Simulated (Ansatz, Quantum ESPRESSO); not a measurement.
## BN (F-43m): from Born charge to LO-TO splitting

Aim: work out the LO frequency and the static dielectric constant of BN (F-43m) from one linear-response run, then check them.

Calculated with Quantum ESPRESSO 7.5; DFT PBE, scalar-relativistic, plane waves, GBRV ultrasoft pseudopotentials.

## Step 1: Set-up

Symmetry: F-43m, No. 216, cubic system. Conventional cell: a = 3.623 Å, b = 3.623 Å, c = 3.623 Å, α = 90.00°, β = 90.00°, γ = 90.00°. Nearest to B lie 4 N at 1.57 Å. Nearest to N lie 4 B at 1.57 Å. Farther neighbours and most contacts between anions are not listed.

As a file:

```cif
data_structure
_symmetry_space_group_name_H-M 'P 1'
_symmetry_Int_Tables_number 1
_cell_length_a 2.5622
_cell_length_b 2.5622
_cell_length_c 2.5622
_cell_angle_alpha 60.000
_cell_angle_beta 60.000
_cell_angle_gamma 60.000
_cell_volume 11.89
loop_
_atom_site_label
_atom_site_type_symbol
_atom_site_fract_x
_atom_site_fract_y
_atom_site_fract_z
_atom_site_occupancy
B1 B 0.00000 0.00000 0.00000 1
N2 N 0.75000 0.75000 0.75000 1
```

This is the cell after its relaxation at this level of theory, not the database cell from which that began.

## Step 2: What the response run gave

A linear-response run on the relaxed cell, with the response to an electric field; only its zone-centre results are used. Cutoff 45 Ry, k mesh 12×12×12.

What it wrote:

```text
[banners, grids, parts of the stress and lines that vanish by symmetry left out]
Program PHONON v.7.5
     Reading xml data from directory:

[...]
Exchange-correlation= PBE
                           (   1   4   3   4   0   0   0)
[...]
(   8 q-points):
[...]
kinetic-energy cut-off    =      45.0000  Ry
     charge density cut-off    =     270.0000  Ry
     convergence threshold     =      1.0E-18
[...]
Exchange-correlation= PBE
                           (   1   4   3   4   0   0   0)
[...]
q = (   0.0000000   0.0000000   0.0000000 )
     25 Sym.Ops. (with q -> -q+G )
     G cutoff =  320.6648  (   5985 G-vectors)     FFT grid: ( 25, 25, 25)
     G cutoff =  213.7766  (   3287 G-vectors)  smooth grid: ( 24, 24, 24)
     number of k points=    72
[...]
Mode symmetry, T_d (-43m)  point group:
[...]
Dielectric constant
[...]
End of electric fields calculation
          Dielectric constant in cartesian axis
          (       4.606452314       0.000000000       0.000000000 )
          (       0.000000000       4.606452314      -0.000000000 )
          (       0.000000000       0.000000000       4.606452314 )
          Effective charges (d Force / dE) in cartesian axis without acoustic sum rule applied (asr)
           atom    1  B     Mean Z*:        1.91708
      Ex  (        1.91708        0.00000        0.00000 )
      Ey  (        0.00000        1.91708        0.00000 )
      Ez  (        0.00000       -0.00000        1.91708 )
           atom    2  N     Mean Z*:       -1.91858
      Ex  (       -1.91858        0.00000       -0.00000 )
      Ey  (       -0.00000       -1.91858       -0.00000 )
      Ez  (       -0.00000       -0.00000       -1.91858 )
          Effective charges Sum: Mean:       -0.00150
[...]
Effective charges (d Force / dE) in cartesian axis with asr applied:
           atom    1  B     Mean Z*:        1.91783
[...]
atom    2  N     Mean Z*:       -1.91783
[...]
Representation #   1 modes #   1   2   3
[...]
End of self-consistent calculation
     Convergence has been achieved
     Representation #   2 modes #   4   5   6
[...]
End of self-consistent calculation
     Convergence has been achieved
[...]
Dielectric constant in cartesian axis
          (       4.606452314       0.000000000       0.000000000 )
          (       0.000000000       4.606452314      -0.000000000 )
          (       0.000000000       0.000000000       4.606452314 )
          Effective charges (d Force / dE) in cartesian axis without acoustic sum rule applied (asr)
[...]
Mode symmetry, C_s (m)     point group:
[...]
q = (    0.750000000  -0.250000000   0.750000000 )
[...]
Mode symmetry, C_s (m)     point group:
     freq (   1-   1) =        600.0  [cm-1]   --> A''
     freq (   2-   2) =        712.1  [cm-1]   --> A'
     freq (   3-   3) =        871.5  [cm-1]   --> A'
     freq (   4-   4) =        928.8  [cm-1]   --> A''
     freq (   5-   5) =        970.7  [cm-1]   --> A'
     freq (   6-   6) =       1111.3  [cm-1]   --> A'
[...]
Mode symmetry, C_s (m)     point group:
[...]
q = (    0.500000000   0.000000000   0.500000000 )
[...]
Mode symmetry, C_s (m)     point group:
     freq (   1-   1) =        528.5  [cm-1]   --> A''
     freq (   2-   2) =        682.5  [cm-1]   --> A'
     freq (   3-   3) =        775.2  [cm-1]   --> A'
     freq (   4-   4) =        943.4  [cm-1]   --> A''
     freq (   5-   5) =       1004.8  [cm-1]   --> A'
     freq (   6-   6) =       1127.7  [cm-1]   --> A'
[...]
Mode symmetry, D_2d (-42m) point group:
[...]
Representation #   3 modes #   3   4
[...]
Convergence has been achieved
     Representation #   4 modes #   5   6
[...]
Convergence has been achieved
[...]
q = (    0.000000000  -1.000000000   0.000000000 )
[...]
freq (    5) =      29.941226 [THz] =     998.731781 [cm-1]
     freq (    6) =      34.178175 [THz] =    1140.061209 [cm-1]
[...]
Mode symmetry, D_2d (-42m) point group:
     freq (   1-   2) =        697.0  [cm-1]   --> E    X_5  W_3
     freq (   3-   4) =        885.9  [cm-1]   --> E    X_5  W_3
     freq (   5-   5) =        998.7  [cm-1]   --> A_1  X_1  W_1
     freq (   6-   6) =       1140.1  [cm-1]   --> B_2  X_3  W_2
[...]
Mode symmetry, S_4 (-4)    point group:
[...]
Convergence has been achieved
[...]
Convergence has been achieved
[...]
Convergence has been achieved
[...]
Convergence has been achieved
     Representation #   5 mode #   5
[...]
End of self-consistent calculation
     Convergence has been achieved
     Representation #   6 mode #   6
[...]
End of self-consistent calculation
     Convergence has been achieved
[...]
q = (   -0.500000000  -1.000000000   0.000000000 )
[...]
freq (    1) =      23.147189 [THz] =     772.107100 [cm-1]
     freq (    2) =      24.048579 [THz] =     802.174256 [cm-1]
     freq (    3) =      25.876212 [THz] =     863.137535 [cm-1]
     freq (    4) =      28.487125 [THz] =     950.228213 [cm-1]
     freq (    5) =      28.905266 [THz] =     964.175885 [cm-1]
     freq (    6) =      29.618405 [THz] =     987.963662 [cm-1]
[...]
Mode symmetry, S_4 (-4)    point group:
     freq (   1-   1) =        772.1  [cm-1]   --> B    W_3
     freq (   2-   2) =        802.2  [cm-1]   --> E    W_4
     freq (   3-   3) =        863.1  [cm-1]   --> A    W_1
     freq (   4-   4) =        950.2  [cm-1]   --> E    W_4
     freq (   5-   5) =        964.2  [cm-1]   --> E*   W_2
     freq (   6-   6) =        988.0  [cm-1]   --> B    W_3

   JOB DONE.
```

```tsv
quantity	value
cell volume Ω (Å³)	11.894
mass of B (u)	10.810
mass of N (u)	14.007
Born charge of B, raw (e)	1.917
Born charge of N, raw (e)	-1.919
ε∞	4.606
ω(TO) after the sum rule (cm⁻¹)	1027.3
```

## Step 3: The calculation

The charges must sum to zero over the cell; taking off their mean, -0.001 e, leaves Z* = 1.918 e on B. In the polar mode B moves against N, so the reduced mass is μ = 10.81 × 14.01 / 24.82 = 6.101 u.

A longitudinal wave builds up a field that adds to the restoring force: ω(LO)² = ω(TO)² + 4π Z*² / (μ Ω ε∞), in Hartree atomic units. With μ = 11122 electron masses and Ω = 80.26 bohr³ the second term is 1.1240e-05 Ha², or 541432 cm⁻² (1 Ha = 219474.6 cm⁻¹).

So ω(LO) = √(1055407 + 541432) = 1263.7 cm⁻¹, and by the Lyddane-Sachs-Teller relation ε₀ = ε∞ (ω(LO)/ω(TO))² = 6.97.

## Step 4: Check against the program

The analysis program adds the same non-analytic term to the full matrix, here for q along (1 0 0).

What it wrote:

```text
[banner, memory and clock lines left out]
Program DYNMAT v.7.5

     Reading Dynamical Matrix from file x.dyn1
     ...Force constants read
     ...epsilon and Z* read

     Polarizability (A^3 units)
     multiply by 0.454102 for Clausius-Mossotti correction
         3.413380    0.000000    0.000000
         0.000000    3.413380    0.000000
         0.000000   -0.000000    3.413380

     IR activities are in (D/A)^2/amu units

# mode   [cm-1]    [THz]      IR
    1     -0.00   -0.0000    0.0000
    2      0.00    0.0000    0.0000
    3      0.00    0.0000    0.0000
    4   1027.33   30.7985   13.9081
    5   1027.33   30.7985   13.9081
    6   1263.66   37.8835   13.9081
```

ε₀ comes from the program's run without a direction of q.

```tsv
quantity	by hand	program
ω(LO) (cm⁻¹)	1263.7	1263.7
ε₀	6.97	6.97
```

## Step 5: Results

* TO mode: 1027 cm⁻¹
* LO mode: 1264 cm⁻¹
* static dielectric constant: 6.970

What this shows: The LO mode of BN (F-43m) lies at 1264 cm⁻¹, 236 cm⁻¹ above the TO mode; the formula meets the program within 0.1 cm⁻¹, as it must for a cubic crystal with one polar mode. ω(LO)² − ω(TO)² goes with Z*²/ε∞: an error of 5 % in ε∞ would move the LO mode by 10.2 cm⁻¹, and semilocal functionals tend to overestimate ε∞. The acoustic modes of the response miss zero by 26 cm⁻¹, a numerical error that can touch the optical modes as well. These are harmonic values at zero temperature, at the volume of this functional, for the structure held cubic; stability elsewhere in the zone is no part of this calculation.

[Host names and launcher messages were left out of these logs when they were recorded.]

[Logs are printed without paths, hosts, clocks, repeated set-up lines and the standing remarks that a program may print on its own settings, such as how far it seeks lower states.]

[Hosts, paths, dates, database ids (printed as entryN), source tags and the programs' standing remarks are cut or masked in the printed files.]
